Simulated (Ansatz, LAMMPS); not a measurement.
# Localised basis functions on liquid Zr at 2800 K (70 atoms), part 2 of 2

Aim: test how closely localised support functions follow the reference on liquid Zr at 2800 K (70 atoms), and at what cost. A setting counts as converged where the r.m.s. difference of forces stays under 1 % of the r.m.s. force.

Ansatz 0.2.0; Kohn-Sham DFT, PBE, PAW (set soft_2), plane waves.

The cell: 70 Zr. The network of bonds at the start is that of the classical potential that made the cell.

So far. Step 4 (Support functions medium): Forces differ from the reference by 1.1 meV/Å r.m.s., 0.10 % of their size, well within a tolerance of 1 %; the energy by -0.86 meV/atom. Step 5 (Support functions low): Forces differ from the reference by 1.2 meV/Å r.m.s., 0.11 % of their size, well within a tolerance of 1 %; the energy by -0.86 meV/atom.

## (6) Support functions medium, radius 4.24 Å

The radius confines each support function; a larger one gives more freedom and more work per atom.

This step: Kohn-Sham DFT, PBE, PAW (set soft_2), localised support functions (medium) (Ansatz 0.2.0).

Contents of input.yaml:

```yaml
crystal:
  lattice:
    - [12.11754, 0.0, 0.0]
    - [0.0, 12.11754, 0.0]
    - [0.0, 0.0, 12.11754]
  atoms:
    [... the 70 atom lines of step 3 ...]
kpoints:
  mp_grid: { grid: [2, 2, 2] }
hamiltonian:
  xc: pbe
scf:
  occupations: { method: fermi_dirac, width: 0.1 }
  eigensolver: { kind: { support_functions: { accuracy: medium, radius: 4.24 } } }
  max_iter: 150
output:
  forces: true
```

Run with:

```bash
$ ansatz run input.yaml --threads 4 --pin off --max-ram 8192MiB --backend cpu --events-out ev --progress --plain --runs-dir out
```

Log:

```text
[...]
Crystal: 70 atoms, lattice volume = 1779.276 Å³
Basis set: ecut = 420 eV, 34889 PW (Γ), exchange–correlation on 162×162×162 points (8 copies of the dense FFT grid, shifted against one another)
Bands: 504, of which v1, the nominal top of the filled ones, is band 420 counted from 1 (419 counted from 0)
Symmetry: 1 space group operations
k-points: 8
[...]
SCF iter   1: F=—  HF=-292820.592227 eV  |F-HF|=—  |Δ(HF+E_count)|=         —  Δρ=4.28e-2  dr2=2.37e2  ethr=1.00e-1
[...]
SCF iter  10: F=—  HF=-292821.968519 eV  |F-HF|=—  |Δ(HF+E_count)|=   4.38e-3  Δρ=1.29e-5  dr2=5.24e-6  ethr=6.28e-9  κ⁻¹=4.7e-7(r=7)
SCF iter  11: F=-292821.972039 eV  HF=-292821.972039 eV  |F-HF|=2.00e-7  |Δ(HF+E_count)|=   3.52e-3  Δρ=4.19e-6  dr2=6.38e-7  ethr=6.24e-10
SCF 1 converged in 11 iterations: F = -292822.024288 eV  dr2 = 6.38e-7
[...]
SCF converged after 11 iterations
[...]
Free energy (F): -292822.024288 eV
[...]
Internal energy: -292818.739171 eV  (E = F + TS)
E sigma→0 (E₀):  -292820.381729 eV
Entropy (-TS):   -3.285117 eV (-46.930 meV/atom)
Fermi energy:    12.257874 eV
[...]
Σ components = -292822.024288   (vs F -292822.024288, Δ=0.00e0)
--- Forces (eV/Å), atoms counted from 1 ---
  atom   1  Zr    -1.19698562    -1.15904494    -0.52166060
  atom   2  Zr    -1.84305329     1.17542424     0.00786609
  atom   3  Zr     0.20942547     0.98574117    -0.96029746
  atom   4  Zr     0.63908894     0.39010495    -0.56399674
[...]
atom  70  Zr     0.85006575    -1.73847347    -0.65741418
  max |Σ_I F_I| component: 1.34e-2 eV/Å
--- Band table (eV; the first three rows and the last of 8) ---
[...]
```

Run time: 2.4 min. Hardware: 4 threads of Arm Neoverse V2, shared host; peak memory 3.6 GiB.

Keys that differ from the reference: support_functions.accuracy = "medium", support_functions.radius = 4.24 and scf.max_iter = 150.

Forces differ from the reference by 1.1 meV/Å r.m.s., 0.10 % of their size, well within a tolerance of 1 %; the energy by -0.86 meV/atom.

## (7) Support functions medium, radius 4.59 Å

The radius confines each support function; a larger one gives more freedom and more work per atom.

input.yaml, the sections that differ from step 6:

```yaml
scf:
  occupations: { method: fermi_dirac, width: 0.1 }
  eigensolver: { kind: { support_functions: { accuracy: medium, radius: 4.59 } } }
  max_iter: 150
# crystal, kpoints, hamiltonian, output: as in step 6
```

Log:

```text
[...]
Crystal: 70 atoms, lattice volume = 1779.276 Å³
Basis set: ecut = 420 eV, 34889 PW (Γ), exchange–correlation on 162×162×162 points (8 copies of the dense FFT grid, shifted against one another)
Bands: 504, of which v1, the nominal top of the filled ones, is band 420 counted from 1 (419 counted from 0)
Symmetry: 1 space group operations
k-points: 8
[...]
SCF iter   1: F=—  HF=-292821.987937 eV  |F-HF|=—  |Δ(HF+E_count)|=         —  Δρ=4.29e-2  dr2=2.37e2  ethr=1.00e-1
[...]
SCF iter  10: F=—  HF=-292821.999151 eV  |F-HF|=—  |Δ(HF+E_count)|=   2.13e-3  Δρ=1.24e-5  dr2=4.92e-6  ethr=6.07e-9  κ⁻¹=4.5e-7(r=7)
SCF iter  11: F=-292822.000842 eV  HF=-292822.000841 eV  |F-HF|=2.30e-7  |Δ(HF+E_count)|=   1.69e-3  Δρ=4.10e-6  dr2=6.13e-7  ethr=5.85e-10
SCF 1 converged in 11 iterations: F = -292822.025007 eV  dr2 = 6.13e-7
[...]
SCF converged after 11 iterations
[...]
Free energy (F): -292822.025007 eV
[...]
Internal energy: -292818.737769 eV  (E = F + TS)
E sigma→0 (E₀):  -292820.381388 eV
Entropy (-TS):   -3.287238 eV (-46.961 meV/atom)
Fermi energy:    12.257592 eV
[...]
Σ components = -292822.025007   (vs F -292822.025007, Δ=0.00e0)
--- Forces (eV/Å), atoms counted from 1 ---
  atom   1  Zr    -1.19793175    -1.15944549    -0.52226732
  atom   2  Zr    -1.84370705     1.17503557     0.00754032
  atom   3  Zr     0.21007331     0.98628340    -0.95940193
  atom   4  Zr     0.63887879     0.38991602    -0.56446094
[...]
atom  70  Zr     0.85014635    -1.73847799    -0.65762718
  max |Σ_I F_I| component: 8.51e-3 eV/Å
--- Band table (eV; the first three rows and the last of 8) ---
[...]
```

Wall time 2.9 min (4 threads); peak memory 4.1 GiB; 11 min of CPU time.

Keys that differ from the reference: support_functions.accuracy = "medium", support_functions.radius = 4.59 and scf.max_iter = 150.

Forces differ from the reference by 1.0 meV/Å r.m.s., 0.094 % of their size, well within a tolerance of 1 %; the energy by -0.87 meV/atom.

## (8) Support functions medium, radius 3.71 Å

The radius confines each support function; a larger one gives more freedom and more work per atom.

input.yaml, the sections that differ from step 7:

```yaml
scf:
  occupations: { method: fermi_dirac, width: 0.1 }
  eigensolver: { kind: { support_functions: { accuracy: medium, radius: 3.71 } } }
  max_iter: 150
output:
  forces: true
  eigenvalues: true
# crystal, kpoints, hamiltonian: as in step 7
```

Log:

```text
Warning: scf.eigensolver.kind.support_functions: disabling space-group detection — the functions' gradient is summed over unrotated k-points, so no spatial operation reduces the k-mesh or symmetrises the density; time reversal is kept, so that k and −k are solved as one point where they differ and the mesh holds both, and exact exchange and, on two spinor components, a DFT+U term hold to it where the run has them: [...]
settings of this run that can trade accuracy for cost: scf.eigensolver.kind.support_functions [...]
Engine: ansatz 0.2.0, aarch64-unknown-linux-gnu
Pseudopotentials: kind: paw
Pseudopotential: Zr, paw, valence charge 12, recommended cutoff 420 eV (normal), Zr.paw.azcp
[... 5 lines on functional and potentials left out ...]
Error: SCF: the radius of support functions is under 4.16 Å, the least for these sites at the functions' level (scf.eigensolver.kind.support_functions.accuracy). Use scf.eigensolver.kind: auto, or type scf.eigensolver.kind.support_functions.radius at least as long, [...]
```

The job ended after 0.69 s (4 threads; peak memory 0.24 GiB).

The program refuses radii under 4.16 Å for these atoms at this level.

## (9) All settings compared

Each row is set against the plane-wave reference (Kohn-Sham DFT, PBE, PAW (set soft_2), plane waves; r.m.s. force component 1.09 eV/Å). Energies are set beside the reference only for runs with its functional, potentials and electron count. Times are for 4 threads of Arm Neoverse V2, shared host. The reference's time includes the DOS, ELF, the stress and grids, which some other runs skip.

```
                                    run  Δ force, r.m.s. (meV/Å)  share of r.m.s. force (%)  Δ energy (meV/atom)  cycles     time  host memory (GiB)
                              reference                        -                          -                    -      10  8.9 min                6.9
               support functions medium                     1.10                      0.101               -0.865      11  2.7 min                3.8
                  support functions low                     1.18                      0.109               -0.865      10  2.4 min                3.8
support functions medium, radius 4.24 Å                     1.14                      0.105               -0.859      11  2.4 min                3.6
support functions medium, radius 4.59 Å                     1.02                      0.094               -0.869      11  2.9 min                4.1
```

## (10) The reference in detail

With the settings judged, the reference run is read for its physics.

Length of the force by element and coordination:

```csv
element,coordination,atoms,mean length of the force (eV/Å),spread,least,most
Zr,all,70,1.68,0.844,0.168,3.89
```

The mean of these charges, 0.056 e, is only the charge that the projection spills.

Löwdin charges by element and coordination (they lack the spilled electrons, 0.056 e an atom on average):

```
element  coordination  atoms  mean charge (e)  spread   least   most
     Zr           all     70           0.0556    0.08  -0.145  0.274
```

Density of states as counts of states in windows of 0.5 eV (from the Fermi level), total and the larger projections:

| from (eV) | to (eV) | total | Zr d | Zr s |
| --- | --- | --- | --- | --- |
| -10 | -5.5 | 0.0 | 0.0 | 0.0 |
| -5.5 | -5 | 0.1 | 0.0 | 0.1 |
| -5 | -4.5 | 1.5 | 0.0 | 1.5 |
| -4.5 | -4 | 3.9 | 0.1 | 3.7 |
| -4 | -3.5 | 3.7 | 0.3 | 3.3 |
| -3.5 | -3 | 10.4 | 1.5 | 8.5 |
| -3 | -2.5 | 18.5 | 10.1 | 7.9 |
| -2.5 | -2 | 45.8 | 35.2 | 9.7 |
| -2 | -1.5 | 49.5 | 42.0 | 6.4 |
| -1.5 | -1 | 47.8 | 42.2 | 4.3 |
| -1 | -0.5 | 49.5 | 44.3 | 3.6 |
| -0.5 | 0 | 50.6 | 45.2 | 3.4 |
| 0 | 0.5 | 48.8 | 43.4 | 3.2 |
| 0.5 | 1 | 45.1 | 39.9 | 2.9 |

Between -26 and -10 eV lie 64 more states.

The levels nearest the highest filled one (over half full), pooled over k-points and spins:

```
level less the highest filled one (eV)  occupation
                                -0.013        1.07
                               -0.0101        1.05
                               -0.0078        1.04
                               -0.0048        1.03
                               -0.0015        1.01
                                     0        1.00
                                0.0065        0.97
                                0.0084       0.961
                                0.0085        0.96
                                0.0131       0.937
                                0.0142       0.932
                                0.0194       0.906
```

ELF in the bc plane at fractional x = 0.052, with atoms of Zr within 0.2 Å of it. It is the smooth field of the valence electrons, not physical close to the nuclei.

Values, 13 rows by 16 columns, each cell a mean:
```
0.36 0.41 0.24 0.59 0.68 0.25 0.25 0.37 0.45 0.23 0.30 0.21 0.22 0.33 0.37 0.40
0.39 0.36 0.32 0.22 0.23 0.28 0.44 0.40 0.37 0.40 0.37 0.34 0.28 0.28 0.50 0.33
0.40 0.26 0.29 0.17 0.29 0.30 0.25 0.35 0.45 0.37 0.21 0.35 0.27 0.59 0.60 0.54
0.44 0.26 0.16 0.12 0.25 0.14 0.20 0.22 0.38 0.25 0.58 0.52 0.57 0.34 0.41 0.23
0.35 0.27 0.20 0.32 0.41 0.26 0.20 0.21 0.40 0.35 0.35 0.54 0.35 0.39 0.21 0.21
0.30 0.20 0.18 0.38 0.27 0.42 0.53 0.25 0.38 0.36 0.24 0.21 0.43 0.34 0.20 0.22
0.50 0.30 0.33 0.51 0.29 0.66 0.59 0.41 0.36 0.29 0.19 0.11 0.34 0.49 0.45 0.46
0.29 0.28 0.22 0.25 0.34 0.30 0.36 0.24 0.26 0.25 0.28 0.24 0.28 0.24 0.34 0.30
0.26 0.48 0.30 0.24 0.27 0.29 0.28 0.27 0.29 0.36 0.21 0.40 0.34 0.19 0.60 0.56
0.27 0.49 0.42 0.33 0.44 0.59 0.55 0.25 0.26 0.19 0.27 0.34 0.43 0.33 0.23 0.34
0.40 0.61 0.66 0.26 0.41 0.60 0.52 0.32 0.45 0.40 0.34 0.32 0.29 0.41 0.57 0.38
0.34 0.40 0.32 0.32 0.26 0.29 0.28 0.37 0.41 0.18 0.33 0.45 0.29 0.60 0.55 0.49
0.42 0.41 0.23 0.47 0.54 0.31 0.29 0.66 0.58 0.38 0.21 0.26 0.24 0.25 0.33 0.26
```
Columns run along b (12.1 Å), rows up along c (12.1 Å). Atoms in or near the plane, at fractional coordinates: Zr at (0.89, 0.13), Zr at (0.10, 0.19), Zr at (0.38, 0.50), Zr at (0.50, 0.03), Zr at (0.90, 0.81), Zr at (0.34, 0.23), Zr at (0.71, 0.71).

Valence density in the bc plane at fractional x = 0.052, with atoms of Zr within 0.2 Å of it. It is the smooth field of the valence electrons, not physical close to the nuclei.

Values in e/Å³, 13 rows by 16 columns, each cell a mean:
```
0.1 0.1 0.2 1.7 2.2 0.3 0.2 0.8 1.1 0.2 0.1 0.1 0.1 0.1 0.1 0.1
0.2 0.2 0.2 0.2 0.2 0.1 0.1 0.1 0.1 0.1 0.1 0.1 0.1 0.5 1.4 0.5
0.2 0.3 0.5 0.2 0.1 0.1 0.1 0.1 0.1 0.1 0.2 0.7 0.4 1.8 3.8 1.5
0.1 0.2 0.2 0.1 0.1 0.1 0.3 0.2 0.1 0.1 1.6 3.7 1.8 0.5 0.9 0.3
0.1 0.1 0.1 0.1 0.1 0.2 0.3 0.2 0.1 0.1 0.6 1.7 0.7 0.2 0.2 0.2
0.2 0.2 0.2 0.1 0.1 0.9 1.6 0.4 0.1 0.1 0.2 0.2 0.1 0.1 0.3 0.2
0.2 0.2 0.3 0.2 0.2 2.4 3.6 0.9 0.2 0.2 0.2 0.1 0.1 0.1 0.2 0.2
0.2 0.2 0.4 0.3 0.2 0.4 0.7 0.2 0.3 0.3 0.2 0.1 0.1 0.1 0.5 0.5
0.2 0.2 0.3 0.3 0.2 0.3 0.2 0.2 0.5 0.6 0.2 0.1 0.1 0.2 1.4 1.3
0.4 1.3 0.9 0.3 1.0 3.0 1.6 0.2 0.1 0.1 0.1 0.1 0.1 0.2 0.3 0.3
0.9 3.6 2.7 0.3 0.9 2.8 1.4 0.2 0.1 0.1 0.1 0.1 0.2 1.0 2.1 0.7
0.3 0.8 0.5 0.2 0.2 0.2 0.2 0.7 0.9 0.2 0.1 0.1 0.2 1.9 3.5 1.3
0.1 0.1 0.2 1.1 1.4 0.3 0.3 2.9 3.5 0.7 0.1 0.1 0.1 0.3 0.5 0.2
```
Columns run along b (12.1 Å), rows up along c (12.1 Å). Atoms in or near the plane, at fractional coordinates: Zr at (0.89, 0.13), Zr at (0.10, 0.19), Zr at (0.38, 0.50), Zr at (0.50, 0.03), Zr at (0.90, 0.81), Zr at (0.34, 0.23), Zr at (0.71, 0.71).

Löwdin charges run from -0.15 to +0.27 e, about a mean that is the spilled charge alone. Among metals such projection charges depend strongly on the orbitals used and are no measure of ionicity. Within 0.4 eV of the Fermi level the largest share is Zr d (92 % of the projected weight).

## (11) Distances and neighbours

These statistics describe the geometry on which the runs were made.

Density 5.96 g/cm³, 25.42 Å³ an atom.

Pair distribution function in bins of 0.1 Å:

```
r (Å)  total
 2.35   0.00
 2.45   0.29
 2.55   0.80
 2.65   1.40
 2.75   1.53
 2.85   1.78
 2.95   2.26
 3.05   2.23
 3.15   1.46
 3.25   1.53
 3.35   1.59
 3.45   1.32
 3.55   1.24
 3.65   0.87
 3.75   1.03
 3.85   1.09
 3.95   0.89
 4.05   0.74
 4.15   0.71
 4.25   0.83
 4.35   0.73
 4.45   0.67
 4.55   0.67
 4.65   0.83
 4.75   0.87
 4.85   0.76
 4.95   0.78
 5.05   0.89
 5.15   1.07
 5.25   1.01
 5.35   1.07
 5.45   1.28
 5.55   1.03
 5.65   1.01
 5.75   0.89
 5.85   1.22
 5.95   1.16
 6.05   1.23
```

The first peak of g(r) lies near 3.0 Å.

The surroundings of Zr20, whose charge lies farthest from its element's mean, nearest first, numbered as they follow in the input and with coordinates relative to it.

| atom | x | y | z | distance (Å) | Löwdin charge (e) | Fx | Fy | Fz (eV/Å) |
| --- | --- | --- | --- | --- | --- | --- | --- | --- |
| Zr20 | 0.00 | 0.00 | 0.00 | 0.00 | 0.27 | 0.72 | 0.83 | 0.45 |
| Zr19 | -1.41 | -1.86 | -1.81 | 2.95 | 0.05 | -0.27 | 0.27 | 0.93 |
| Zr36 | -2.89 | -0.69 | 0.60 | 3.03 | -0.02 | 1.07 | 0.53 | -1.36 |
| Zr40 | -1.32 | 1.21 | -2.84 | 3.36 | 0.10 | 1.10 | 0.57 | 1.01 |
| Zr34 | -0.44 | 3.24 | -0.87 | 3.39 | 0.00 | -0.36 | -0.16 | 0.15 |
| Zr22 | 2.09 | 1.80 | -2.00 | 3.41 | 0.17 | -1.55 | 1.28 | -0.51 |
| Zr49 | 1.71 | 2.86 | 1.07 | 3.50 | 0.12 | 0.98 | 0.27 | -0.39 |
| Zr11 | -2.39 | 2.37 | 1.17 | 3.56 | 0.16 | -0.65 | 0.58 | 0.22 |
| Zr6 | -0.59 | -3.28 | 1.33 | 3.59 | 0.02 | 0.98 | 1.03 | -3.62 |
| Zr50 | 2.98 | -0.89 | -1.98 | 3.69 | 0.15 | -0.44 | -1.01 | 0.81 |
| Zr15 | 2.05 | -3.10 | 0.12 | 3.72 | 0.12 | 0.43 | -0.05 | 1.19 |
| Zr43 | 1.19 | -0.73 | 3.55 | 3.81 | 0.20 | -0.96 | -0.48 | -0.28 |
| Zr9 | -0.09 | 2.25 | 3.10 | 3.83 | -0.05 | -0.15 | -0.38 | 0.82 |

## (12) What came out

- free energy per atom: -4183.1709 eV/atom
- pressure: 1.142 GPa
- r.m.s. force component: 1.086 eV/Å
- wall time of the 5 DFT runs: 19 min

Against plane waves at 420 eV, the forces differ by 1.1 meV/Å (0.10 %) with support functions medium. Differences between support functions and plane waves include what basis error the plane-wave run still has. The force difference hardly changes among these support-function runs, which points to the basis of the plane-wave reference as its main source. As the radius goes from 4.24 to 4.59 Å, the force difference goes from 1.1 to 1.0 meV/Å, and the time from 2.4 min to 2.9 min.

315 levels are partly filled, by over 2 % (on the run's k-points), as in a metal.

Caveats: The force components of 1.1 eV/Å r.m.s. hold both thermal displacement and the mismatch between the potential that made the cell and DFT. The pressure of a single frame lacks the kinetic term.

[Long decimals in the printed logs are rounded to 6 places.]

[Logs are printed without paths, hosts, clocks, repeated set-up lines and the standing remarks that a program may print on its own settings, such as how far it seeks lower states.]

[Hosts, paths, dates, database ids (printed as entryN), source tags and the programs' standing remarks are cut or masked in the printed files.]
